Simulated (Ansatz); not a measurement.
**A failed many-body run on BaNaBr3 (cubic perovskite) (Pm-3m)**

Aim: the G0W0 gap of BaNaBr3 (cubic perovskite) (Pm-3m). The first input has a fault.

Calculated with Ansatz 0.2.0; G0W0 on PBE, plane waves, PAW.

The structure was built from a prototype and need not be the compound's stable phase.

## Step 1: The structure

The structure is cubic, space group Pm-3m (No. 221). The conventional cell has a = 6.279 Å, b = 6.279 Å, c = 6.279 Å, α = 90.00°, β = 90.00°, γ = 90.00°. Na has 12 Br at 4.44 Å nearest. Ba has 6 Br at 3.14 Å nearest. Nearest to Br lie 2 Ba at 3.14 Å. It derives from Ba1Br3Na1. Farther neighbours and most contacts between anions are not listed.

Structure file:

```cif
data_structure
_symmetry_space_group_name_H-M 'Pm-3m'
_symmetry_Int_Tables_number 221
_cell_length_a 6.2793
_cell_length_b 6.2793
_cell_length_c 6.2793
_cell_angle_alpha 90.000
_cell_angle_beta 90.000
_cell_angle_gamma 90.000
_cell_volume 247.59
loop_
_atom_site_label
_atom_site_type_symbol
_atom_site_symmetry_multiplicity
_atom_site_Wyckoff_symbol
_atom_site_fract_x
_atom_site_fract_y
_atom_site_fract_z
_atom_site_occupancy
Na1 Na 1 a 0.00000 0.00000 0.00000 1
Ba1 Ba 1 b 0.50000 0.50000 0.50000 1
Br1 Br 3 c 0.50000 0.50000 0.00000 1
```

The structure was relaxed with PBE. The structure type comes from a generator and need not be one that this composition takes. The runs that relaxed it are not among those shown. Spin-orbit coupling is left out unless a step names it. The default PAW set here is soft_2. Its files were made with PBE.

## Step 2: First try

input.yaml reads:

```yaml
crystal:
  lattice:
    - [6.2793234105, 0.0, 0.0]
    - [0.0, 6.2793234105, 0.0]
    - [0.0, 0.0, 6.2793234105]
  atoms:
    - { symbol: Na, position: [0.0, 0.0, 0.0] }
    - { symbol: Ba, position: [0.5, 0.5, 0.5] }
    - { symbol: Br, position: [0.5, 0.5, 0.0] }
    - { symbol: Br, position: [0.5, 0.0, 0.5] }
    - { symbol: Br, position: [0.0, 0.5, 0.5] }
kpoints:
  mp_grid: { grid: [2, 2, 2] }
hamiltonian:
  xc: pbe
scf:
  occupations: { method: fixed }
gw:
  n_empty_bands: 261
  ecut_chi: 60
  qp_bands: [v2, c2]
  qp_kpoints: band_edges
  screening: { model: contour_deformation }
  q_mesh: [3, 3, 3]
```

Command:

```console
$ ansatz run input.yaml --threads 4 --pin off --max-ram 17510MiB --backend cpu --events-out ev --progress --plain --runs-dir out
```

Numbers of over 12 decimals in the logs are rounded to 6 here.

Log:

```text
Error: 3 input errors — fix all and re-run
  1. invalid value for `gw.q_mesh`: axis 0: q-mesh dimension 3 must divide 2, the k-mesh dimension that kpoints.mp_grid.grid gives — every k−q must land on a point of the k-mesh
  2. invalid value for `gw.q_mesh`: axis 1: q-mesh dimension 3 must divide 2, the k-mesh dimension that kpoints.mp_grid.grid gives — every k−q must land on a point of the k-mesh
  3. invalid value for `gw.q_mesh`: axis 2: q-mesh dimension 3 must divide 2, the k-mesh dimension that kpoints.mp_grid.grid gives — every k−q must land on a point of the k-mesh
```

The job ended after 0.02 s (4 threads of Arm Neoverse V1, shared host; peak memory 0.031 GiB).

**What went wrong?**

The program refused the input before any cycle.

The program's message: “Error: 3 input errors — fix all and re-run”

The fault: q mesh that doesn't divide the k mesh. Each q must join two points of the k mesh.

## Step 3: A better input

Now the one-shot GW correction: screening in the RPA, then the self-energy of the levels asked for.

Edit input.yaml of step 2 so:

```diff
@@ -18,4 +18,4 @@
 gw:
-  n_empty_bands: 261
-  ecut_chi: 60
+  n_empty_bands: 343
+  ecut_chi: 72
   qp_bands: [v2, c2]
@@ -23,2 +23 @@
   screening: { model: contour_deformation }
-  q_mesh: [3, 3, 3]
```

Log:

```text
[...]
Crystal: 5 atoms, lattice volume = 247.593 Å³
Basis set: ecut = 420 eV, 4945 PW (Γ)
Bands: 25, of which v1, the nominal top of the filled ones, is band 20 counted from 1 (19 counted from 0)
Symmetry: 48 space group operations
[...]
k-points: 4 of 8
[...]
SCF iter   1: F=—  HF=-15793.817499 eV  |F-HF|=—  |Δ(HF+E_count)|=         —  Δρ=7.47e-4  dr2=2.09e-3  ethr=1.77e-3  ⟨swp⟩=5.2  Hψ=447  notcnv=0  defer=9
[...]
SCF iter   6: F=-15793.814955 eV  HF=-15793.814955 eV  |F-HF|=5.55e-8  |Δ(HF+E_count)|=   4.05e-7  Δρ=2.77e-6  dr2=1.56e-8  ethr=2.50e-10  ⟨swp⟩=14.0  Hψ=528  notcnv=0
SCF 1 converged in 6 iterations: F = -15793.814955 eV  dr2 = 1.56e-8
[...]
NSCF: frozen V_eff on 4 k-points
G₀W₀ screening: q 1/4
[... further progress lines ...]
SCF converged after 6 iterations
Free energy (F): -15793.814955 eV
[...]
Internal energy: -15793.814955 eV  (E = F + TS)
[...]
0    19     -0.2007   -19.7473     2.4225   -15.9116  0.7785    -1.6590    -1.6139  root
     0    20     -0.2007   -19.7473     2.4225   -15.9116  0.7785    -1.6590    -1.6139  root
     0    21      2.8207    -2.2042    -2.4275    -5.3059  0.8523     3.5017     3.4949  root
     0    22      5.0630    -4.9405    -3.3509    -9.2533  0.8225     6.0393     6.0248  root
     1    19     -0.2371   -19.6593     2.4374   -15.7974  0.7776    -1.7083    -1.6616  root
     1    20     -0.2371   -19.6593     2.4374   -15.7974  0.7776    -1.7083    -1.6616  root
     1    21      3.7791    -3.3051    -2.4468    -6.6301  0.8399     4.6721     4.6573  root
     1    22      4.8697    -2.8138    -2.6622    -6.0273  0.8420     5.4259     5.4210  root
[...]
3    19     -0.0293   -19.2929     2.4326   -15.4313  0.7739    -1.5064    -1.4583  root
     3    20     -0.0293   -19.2929     2.4326   -15.4313  0.7739    -1.5064    -1.4583  root
     3    21      3.5547    -1.7742    -2.4655    -5.0738  0.8496     4.4013     4.3888  root
     3    22      6.7385    -4.9522    -2.9619    -8.7512  0.8136     7.5920     7.5755  root
[key lines of the parts left out:]
Fermi energy:    -0.029305 eV
```

It took 18 s on 4 threads; peak memory 1.6 GiB.

This step gave:

- bands summed: 363
- RPA ε∞ on this mesh (eigenvalues): 2.550, 2.550, 2.550
- plane waves in the screening matrix: 341
- q-points in the mesh: 8
- G0W0 gap on the mesh: 4.953 eV
- k of the valence top: -0.5, -0.5, -0.5
- k of the conduction bottom: 0, 0, 0
- starting gap on the mesh: 2.850 eV
- Z at the valence top: 0.7739
- Z at the conduction bottom: 0.8523
- least direct G0W0 gap on the computed points: 5.109 eV

The gap on the mesh goes from 2.85 eV to 4.95 eV, a correction of +2.10 eV. Between the two edge states, bare exchange in place of the xc potential would open the gap by 6.96 eV, and correlation takes back 4.86 eV.

## Step 4: Summary of results

```
first try  : refused after 0.02 s
better run : G0W0 gap on the mesh 4.95 eV (2×2×2 mesh, 343 empty bands, screening to 72 eV)
```

In words: The second run differs in: empty bands, screening cutoff (eV) and q mesh. Bands and cutoff are finite, so the gap is not at the basis limit. The miss can reach some tenths of an eV and take either sign; the mesh is an error of its own. The 2×2×2 mesh is coarse for this cell (its supercell is 13 Å along the shortest edge). The RPA ε∞ on it, from the PBE start, is 2.55; such meshes misread the long-range screening, most where the gap is narrow. This is the ideal cubic cell; many perovskites, halides above all, are cubic only on average, and local tilts or off-centring can widen the gap. The many-body steps are scalar-relativistic: spin-orbit coupling is not in them.

[Paths, hosts, dates, memory and timing lines, banners, echoed tables and standing remarks are left out of the program output.]

[Logs are printed without paths, hosts, clocks, repeated set-up lines and the standing remarks that a program may print on its own settings, such as how far it seeks lower states.]

[Runs of the session that timed out or met a known fault of the program may be left out.]

[Cells called generated may have been cut or substituted from an entry of the Crystallography Open Database or the Materials Project.]

[Hosts, paths, dates, database ids (printed as entryN), source tags and the programs' standing remarks are cut or masked in the printed files.]
